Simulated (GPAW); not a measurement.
# Optical response of Be4NiGe

Aim: the dielectric function of Be4NiGe, and the optical constants that follow from it.

Calculated with GPAW 26.7.0; DFT, revPBE, plane-wave PAW (GPAW data sets), scalar-relativistic, RPA, optical limit.

## 1. The structure

The structure is cubic, space group F-43m (No. 216). The conventional cell has a = 6.132 Å, b = 6.132 Å, c = 6.132 Å, α = 90.00°, β = 90.00°, γ = 90.00°. Nearest to Ge lie 12 Be at 2.55 Å and 4 Ni at 2.66 Å. Nearest to Ni lie 12 Be at 2.54 Å and 4 Ge at 2.66 Å. Nearest to Be lie 6 Be at 2.14 to 2.20 Å and 3 Ni at 2.54 Å and 3 Ge at 2.55 Å. Farther neighbours are not listed.

## 2. Ground state

First the ground state: is it a metal or has it a gap?

This step: DFT, revPBE, plane-wave PAW (GPAW data sets), scalar-relativistic, ground state (GPAW 26.7.0).

gs.py reads:

```python
from ase import Atoms
from ase.dft.bandgap import bandgap
from gpaw import GPAW, PW, FermiDirac

atoms = Atoms(['Ge', 'Ni', 'Be', 'Be', 'Be', 'Be'],
              cell=[[0.000000000000, 3.065908000000, 3.065908000000],
                    [3.065908000000, 0.000000000000, 3.065908000000],
                    [3.065908000000, 3.065908000000, 0.000000000000]],
              scaled_positions=[[0.000000000000, 0.000000000000, 0.000000000000],
                                [0.250000000000, 0.250000000000, 0.250000000000],
                                [0.130208000000, 0.623264000000, 0.623264000000],
                                [0.623264000000, 0.623264000000, 0.623264000000],
                                [0.623264000000, 0.623264000000, 0.130208000000],
                                [0.623264000000, 0.130208000000, 0.623264000000]],
              pbc=[True, True, True])
atoms.set_initial_magnetic_moments([0.0, 1.0, 0.0, 0.0, 0.0, 0.0])
atoms.calc = GPAW(mode=PW(450), xc='revPBE', kpts={'size': (6, 6, 6), 'gamma': True},
                  occupations=FermiDirac(0.05), maxiter=150, txt='gs.txt')
print('energy (eV)', atoms.get_potential_energy())
print('Fermi level (eV)', atoms.calc.get_fermi_level())
print('valence electrons', atoms.calc.get_number_of_electrons())
print('gap (eV)', bandgap(atoms.calc, output=None)[0])
print('direct gap (eV)', bandgap(atoms.calc, direct=True, output=None)[0])
print('moments', atoms.get_magnetic_moments().round(3).tolist())
atoms.calc.write('gs.gpw')
```

Command:

```
OMP_NUM_THREADS=1 python gs.py
```

Numbers of over 12 decimals in the logs are rounded to 6 here.

Output:

```text
__  _  _
 | _ |_)|_||  |
 |__||  | ||/\| - 26.7.0

Versions:
  Python: 3.12.14
  ASE:    3.29.0
  Numpy:  2.5.5
  Scipy:  1.18.1
  Libxc:  7.0.0

Input parameters:
  mode=PW(ecut=450.000000),
  kpts=MonkhorstPack(size=(6, 6, 6), gamma=True),
  maxiter=150,
  occupations=Occupations(name='fermi-dirac', width=0.05, fixmagmom=False),
  xc=XC(name='revPBE')

Diagonalizing LCAO Hamiltonian
Converting LCAO to pw mode

                   Be
              Be
               Be
                  Be
            Ni

       Ge

Atoms  # Å, Bohr magnetons
|   | symbol |        x |        y |        z |    initial magnetic moments |
| 0 |     Ge | 0.000000 | 0.000000 | 0.000000 | ( 0.0000,  0.0000,  0.0000) |
| 1 |     Ni | 1.532954 | 1.532954 | 1.532954 | ( 0.0000,  0.0000,  1.0000) |
| 2 |     Be | 3.821740 | 2.310076 | 2.310076 | ( 0.0000,  0.0000,  0.0000) |
| 3 |     Be | 3.821740 | 3.821740 | 3.821740 | ( 0.0000,  0.0000,  0.0000) |
| 4 |     Be | 2.310076 | 2.310076 | 3.821740 | ( 0.0000,  0.0000,  0.0000) |
| 5 |     Be | 2.310076 | 3.821740 | 2.310076 | ( 0.0000,  0.0000,  0.0000) |

Unit cell  # Å
| periodic |        x |        y |        z |  lengths |    angles |
|      yes | 0.000000 | 3.065908 | 3.065908 | 4.335849 | 60.000000 |
|      yes | 3.065908 | 0.000000 | 3.065908 | 4.335849 | 60.000000 |
|      yes | 3.065908 | 3.065908 | 0.000000 | 4.335849 | 60.000000 |

Number of symmetries: 24
Symmetry operations  # r_c * U_cc + t_c -> r_c
|    | kind |            matrix            |
|  0 |  E   |  1, 0, 0,  0, 1, 0,  0, 0, 1 |
|  1 |  σ   |  1, 0, 0,  0, 0, 1,  0, 1, 0 |
|  2 |  σ   |  1, 0,-1,  0, 1,-1,  0, 0,-1 |
|  3 |  C3  |  1, 0,-1,  0, 0,-1,  0, 1,-1 |
|  4 |  C3  |  1,-1, 0,  0,-1, 1,  0,-1, 0 |
|  5 |  σ   |  1,-1, 0,  0,-1, 0,  0,-1, 1 |
|  6 |  σ   |  0, 1, 0,  1, 0, 0,  0, 0, 1 |
|  7 |  C3  |  0, 1, 0,  0, 0, 1,  1, 0, 0 |
|  8 |  C2  |  0, 1,-1,  1, 0,-1,  0, 0,-1 |
|  9 |  S4  |  0, 1,-1,  0, 0,-1,  1, 0,-1 |
| 10 |  C3  |  0, 0, 1,  1, 0, 0,  0, 1, 0 |
| 11 |  σ   |  0, 0, 1,  0, 1, 0,  1, 0, 0 |
| 12 |  S4  |  0, 0,-1,  1, 0,-1,  0, 1,-1 |
| 13 |  C3  |  0, 0,-1,  0, 1,-1,  1, 0,-1 |
| 14 |  S4  |  0,-1, 1,  1,-1, 0,  0,-1, 0 |
| 15 |  C2  |  0,-1, 1,  0,-1, 0,  1,-1, 0 |
| 16 |  C3  |  0,-1, 0,  1,-1, 0,  0,-1, 1 |
| 17 |  S4  |  0,-1, 0,  0,-1, 1,  1,-1, 0 |
| 18 |  S4  | -1, 1, 0, -1, 0, 1, -1, 0, 0 |
| 19 |  C3  | -1, 1, 0, -1, 0, 0, -1, 0, 1 |
| 20 |  C3  | -1, 0, 1, -1, 1, 0, -1, 0, 0 |
| 21 |  S4  | -1, 0, 1, -1, 0, 0, -1, 1, 0 |
| 22 |  σ   | -1, 0, 0, -1, 1, 0, -1, 0, 1 |
| 23 |  C2  | -1, 0, 0, -1, 0, 1, -1, 1, 0 |

BZ-sampling:
  Number of BZ points: 216
  Number of IBZ points: 16

  Monkhorst-Pack size: [6, 6, 6]
  Monkhorst-Pack shift: [0.083333, 0.083333, 0.083333]

K-points  # in reciprocal-cell coordinates
|     |                                coordinates |     weight |
|   0 | (  0.00000000,   0.00000000,   0.00000000) | 0.00462963 |
|   1 | (  0.16666667,   0.16666667,   0.00000000) | 0.02777778 |
|   2 | (  0.16666667,   0.16666667,   0.16666667) | 0.03703704 |
|   3 | (  0.33333333,   0.16666667,   0.16666667) | 0.05555556 |
|   4 | (  0.33333333,   0.33333333,  -0.33333333) | 0.05555556 |
|   5 | (  0.33333333,   0.33333333,   0.00000000) | 0.02777778 |
|   6 | (  0.33333333,   0.33333333,   0.16666667) | 0.11111111 |
|   7 | (  0.33333333,   0.33333333,   0.33333333) | 0.03703704 |
|   8 | (  0.50000000,   0.33333333,  -0.33333333) | 0.11111111 |
|   9 | (  0.50000000,   0.33333333,  -0.16666667) | 0.05555556 |
| ... |                                            |            |
|  15 | (  0.50000000,   0.50000000,   0.50000000) | 0.01851852 |

Plane wave coefficients: 1272
Cutoff: 450.000000 eV

Spin-components: 2 (collinear spins)
Bands:           22
Projectors:      23
Spin-degeneracy: 1
Datatype:        complex128

Parallelization:
  kpt:    1
  domain: 1
  band:   1

Density:
  Valence electrons: 28.0
  Components: 2
  Grid points: [24 24 24]
  Charge: 0.0  # |e|

Potential:
  Grid points: [24 24 24]

species:
  Ge:
    name:    Germanium
    id:
    Z:       32.0
    valence: 4
    core:    28
    charge:  0.0  # [|e|]
    compensation charges:
      type: gauss
      rc: 0.32  # [Å]
      lmax: 2
    cutoffs:
      filter: 1.77  # [Å]
      core: 3.42  # [Å]
    projectors
    | kind |    occ | energy [eV] | rcut [Å] |
    |   4s |  2.000 |     -11.662 |    1.005 |
    |   4p |  2.000 |      -3.852 |    1.005 |
    |    s |        |      15.549 |    1.005 |
    |    p |        |      23.359 |    1.005 |
    |    d |        |       0.000 |    1.005 |

    Using partial waves for Ge as LCAO basis

  Ni:
    name:    Nickel
    id:
    Z:       28.0
    valence: 16
    core:    12
    charge:  0.0  # [|e|]
    compensation charges:
      type: gauss
      rc: 0.36  # [Å]
      lmax: 2
    cutoffs:
      filter: 2.14  # [Å]
      core: 1.98  # [Å]
    projectors
    | kind |    occ | energy [eV] | rcut [Å] |
    |   4s |  2.000 |      -5.570 |    1.164 |
    |   3p |  6.000 |     -71.384 |    1.207 |
    |   4p |  0.000 |      -1.198 |    1.207 |
    |   3d |  8.000 |      -8.815 |    1.138 |
    |    s |        |      21.642 |    1.164 |
    |    d |        |      18.396 |    1.138 |

    Using partial waves for Ni as LCAO basis

  Be:
    name:    Beryllium
    id:
    Z:       4.0
    valence: 2
    core:    2
    charge:  0.0  # [|e|]
    compensation charges:
      type: gauss
      rc: 0.25  # [Å]
      lmax: 2
    cutoffs:
      filter: 1.42  # [Å]
      core: 1.77  # [Å]
    projectors
    | kind |    occ | energy [eV] | rcut [Å] |
    |   2s |  2.000 |      -5.615 |    0.794 |
    |   2p |  0.000 |      -1.994 |    0.794 |
    |    s |        |      21.597 |    0.794 |

    Using partial waves for Be as LCAO basis

Reference energy: -100070.477781  # eV

eigensolver:
  PPCG
  Converge bands: occupied
  niter=2

density mixing:
  MSR1-Mixer
  Pratt-step length: 0.05
  Maximum mixing coefficient: 0.75
  Old densities: 10
  SVD Regularization: 0.005
  Good broyden scale: 1.0
  Trust region scale: 1.0
  Backstep threshold: 4.0
  History deletion threshold: 6.0
  Fourier metric: weight=20.0, sigma=0.015

occupation numbers:
  Fermi-Dirac:
    width: 0.0500  # eV

poisson solver:
  ecut: 3600.000000  # eV

xc functional:
  name: revPBE with 2 nearest neighbor stencil

convergence criteria:
- Maximum [total energy] change in last 3 cyles: 0.0005 eV / valence electron
- Maximum integral of absolute [dens]ity change: 0.0001 electrons / valence electron
- Maximum integral of absolute [eigenst]ate change: 4e-08 eV^2 / valence electron
maximum number of iterations: 150

SCF iterations
|iter     |      energy | eigst |  dens |  magmom |
|iter:   1||  -25.607170 | +0.52 |       |  +1.0020|
|iter:   2||  -25.384940 | -2.00 | -1.03 |  +0.9715|
|iter:   3||  -25.036808 | -1.90 | -1.09 |  +0.7868|
|iter:   4||  -24.912158 | -2.11 | -1.23 |  +0.5657|
|iter:   5||  -24.954069 | -3.32 | -1.60 |  +0.3841|
|iter:   6||  -25.008208 | -2.37 | -1.73 |  +0.1140|
|iter:   7||  -24.968724 | -2.80 | -1.72 |  +0.0153|
|iter:   8||  -24.970790 | -4.38 | -2.24 |  +0.0016|
|iter:   9||  -24.970785c| -4.39 | -2.40 |  -0.0064|
|iter:  10||  -24.970792c| -5.91 | -3.19 |  -0.0015|
|iter:  11||  -24.970795c| -6.28 | -3.62 |  -0.0000|
|iter:  12||  -24.970796c| -7.70c| -4.29c|  +0.0000|

Converged in 12 steps
SCF loop duration: 21.940 s (1.828 s/step)
Energy contributions relative to reference atoms: (reference = -100070.477781)

Energy contributions:
  Kinetic:          31.851460
  Coulomb:         -20.192330
  Zero:             -0.084239
  External:          0.000000
  Xc:              -36.538235
  Entropy:          -0.014901
  Spinorbit:         0.000000
  ----------------------------
  Free energy:     -24.978246
  Extrapolated:    -24.970796

dipole moment: (-24.614233, -24.614233, -24.614233)  # |e|*Ang

Total magnetic moment: (0.000000, 0.000000, 0.000034)

Local magnetic moments
|        x |        y |        z |
| 0.000000 | 0.000000 | 0.000046 |  # Ge   0
| 0.000000 | 0.000000 | 0.000027 |  # Ni   1
| 0.000000 | 0.000000 | 0.000003 |  # Be   2
| 0.000000 | 0.000000 | 0.000003 |  # Be   3
| 0.000000 | 0.000000 | 0.000003 |  # Be   4
| 0.000000 | 0.000000 | 0.000003 |  # Be   5

Fermi level: 9.053
Eigenvalues  # (at kpt = [0.000, 0.000, 0.000])
| band index |      eig [eV] | occ [0-1] |      eig [eV] | occ [0-1] |
|          0 |       -55.252 |     1.000 |       -55.252 |     1.000 |
|        ... |               |           |               |           |
|          6 |         4.319 |     1.000 |         4.319 |     1.000 |
|          7 |         4.638 |     1.000 |         4.639 |     1.000 |
|          8 |         5.830 |     1.000 |         5.831 |     1.000 |
|          9 |         5.830 |     1.000 |         5.831 |     1.000 |
|         10 |         7.556 |     1.000 |         7.556 |     1.000 |
|         11 |         7.731 |     1.000 |         7.731 |     1.000 |
|         12 |         7.731 |     1.000 |         7.731 |     1.000 |
|         13 |         7.731 |     1.000 |         7.731 |     1.000 |
|         14 |         9.570 |     0.000 |         9.570 |     0.000 |
|         15 |         9.570 |     0.000 |         9.570 |     0.000 |
|         16 |         9.570 |     0.000 |         9.570 |     0.000 |
|         17 |        11.443 |     0.000 |        11.443 |     0.000 |
|         18 |        11.443 |     0.000 |        11.443 |     0.000 |
|         19 |        13.375 |     0.000 |        13.375 |     0.000 |
|         20 |        13.375 |     0.000 |        13.375 |     0.000 |
|         21 |        13.375 |     0.000 |        13.375 |     0.000 |

No gap
No difference between direct/indirect transitions

--- standard output ---
energy (eV) -24.970796
Fermi level (eV) 9.052660
valence electrons 28.0
gap (eV) 0.0
direct gap (eV) 0.0
moments [0.0, 0.0, 0.0, 0.0, 0.0, 0.0]
```

Wall time 25 s (1 thread of Arm Neoverse V2, shared host); peak memory 0.18 GiB.

Numbers from this step:

```
energy       : -24.97 eV
Fermi energy : 9.053 eV
electrons    : 28
```

There are states at the Fermi level within the smearing, so the occupations stay smeared and the carriers get a Drude term.

## 3. Bands for the response

The response needs many more empty bands than the density does.

This step: DFT, revPBE, plane-wave PAW (GPAW data sets), scalar-relativistic, bands at fixed density (GPAW 26.7.0).

nscf.py reads:

```python
from ase.dft.bandgap import bandgap
from gpaw import GPAW, FermiDirac

calc = GPAW('gs.gpw').fixed_density(kpts={'size': (10, 10, 10), 'gamma': True}, nbands=41, convergence={'bands': 35},
                                    occupations=FermiDirac(0.05), txt='nscf.txt')
print('gap (eV)', bandgap(calc, output=None)[0])
print('direct gap (eV)', bandgap(calc, direct=True, output=None)[0])
print('top band over the Fermi level (eV)', min(calc.get_eigenvalues(kpt=k)[34] for k in range(len(calc.get_ibz_k_points()))) - calc.get_fermi_level())
calc.write('full.gpw', mode='all')
```

Command:

```
OMP_NUM_THREADS=1 python nscf.py
```

Output:

```text
Diagonalizing LCAO Hamiltonian
Converting LCAO to pw mode
convergence criteria:
- Maximum integral of absolute [eigenst]ate change: 4e-08 eV^2 / valence electron
maximum number of iterations: 150

SCF iterations
|iter     |      energy | eigst |  dens |  magmom |
|iter:   1||             | +2.52 |       |  +0.0000|
|iter:   2||             | +1.64 |       |  +0.0000|
|iter:   3||             | +0.94 |       |  +0.0000|
|iter:   4||             | +0.25 |       |  +0.0000|
|iter:   5||             | -0.31 |       |  +0.0000|
|iter:   6||             | -0.91 |       |  +0.0000|
|iter:   7||             | -1.46 |       |  +0.0000|
|iter:   8||             | -2.05 |       |  +0.0000|
|iter:   9||             | -2.61 |       |  +0.0000|
|iter:  10||             | -3.21 |       |  +0.0000|
|iter:  11||             | -3.84 |       |  +0.0000|
|iter:  12||             | -4.45 |       |  +0.0000|
|iter:  13||             | -5.07 |       |  +0.0000|
|iter:  14||             | -5.72 |       |  +0.0000|
|iter:  15||             | -6.32 |       |  +0.0000|
|iter:  16||             | -6.97 |       |  +0.0000|
|iter:  17||             | -7.51c|       |  +0.0000|
SCF steps: 17
  __  _  _
 | _ |_)|_||  |
 |__||  | ||/\| - 26.7.0

Versions:
  Python: 3.12.14
  ASE:    3.29.0
  Numpy:  2.5.5
  Scipy:  1.18.1
  Libxc:  7.0.0

Input parameters:
  mode=PW(ecut=450.000000),
  convergence={'bands': 35},
  gpts=array([24, 24, 24]),
  kpts=MonkhorstPack(size=(10, 10, 10), gamma=True),
  maxiter=150,
  nbands=41,
  occupations=Occupations(name='fermi-dirac', width=0.05, fixmagmom=False),
  parallel={},
  xc=XC(name='revPBE')

--- standard output ---
gap (eV) 0.0
direct gap (eV) 0.0
top band over the Fermi level (eV) 18.059375
```

The job ended after 2.5 min (1 thread; peak memory 0.27 GiB).

(Continued in part 2 of 2.)

[Machine, clock and banner lines and Python warnings are left out of the logs.]

[Logs are printed without paths, hosts, clocks, repeated set-up lines and the standing remarks that a program may print on its own settings, such as how far it seeks lower states.]

[Hosts, paths, dates, database ids (printed as entryN), source tags and the programs' standing remarks are cut or masked in the printed files.]
